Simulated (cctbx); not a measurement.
**Absolute structure of Pr3V4Ag3**

Space group I-43d (no. 220), a = 9.3930 Å, b = 9.3930 Å, c = 9.3930 Å, α = 90.00°, β = 90.00°, γ = 90.00°.

```csv
atom,mult.,x,y,z,Ueq (Å²)
Pr1,12,1/2,1/4,1/8,0.0063
Ag1,12,0,3/4,1/8,0.0056
V1,16,0.1618,0.1618,0.1618,0.0054
```

The model is made up (kin elements in a known structure type, no relaxation), so it says nothing on whether the phase exists.

Data sets are simulated with cctbx and refined with Bijvoet mates kept apart; Flack x is then fitted as the share of an inverted twin with the atoms fixed, Hooft y from the Bijvoet differences. The group is acentric but holds improper operations, so there is an absolute structure (orientation) and no hand.

Untwinned crystal. What Flack and Hooft values should come out?

```csv
λ (Å),extinction (unmodelled),d min (Å),top counts,error (%),model,R1,Flack x,s.u.,Hooft y,s.u.,pairs
0.71073,0,0.77,20000,4,as given,0.0056,0.015,0.014,-0.001,0.012,66
0.71073,0,0.77,20000,4,inverted,0.0267,0.965,0.015,1.006,0.012,66
1.54184,0,0.83,5000,6,as given,0.0116,0.001,0.012,-0.001,0.010,53
```

With Mo Kα, x is within 3 s.u. of 0, so the absolute structure is right. With Cu Kα, x is within 3 s.u. of 0, so the absolute structure is right. Inverting the model turns x into about 1 − x.

A further crystal gives:

| λ (Å) | extinction (unmodelled) | d min (Å) | top counts | error (%) | model | R1 | Flack x | s.u. | Hooft y | s.u. | pairs |
| --- | --- | --- | --- | --- | --- | --- | --- | --- | --- | --- | --- |
| 0.71073 | 0.3 | 0.77 | 20000 | 4 | as given | 0.0117 | 0.156 | 0.013 | 0.159 | 0.013 | 66 |

**Question.** What is it?

It was simulated as an inversion twin with a fraction 0.15 of the inverted domain. Flack x is over 3 s.u. from both 0 and 1 and reads that fraction.

[Logs are printed without paths, hosts, clocks, repeated set-up lines and the standing remarks that a program may print on its own settings, such as how far it seeks lower states.]
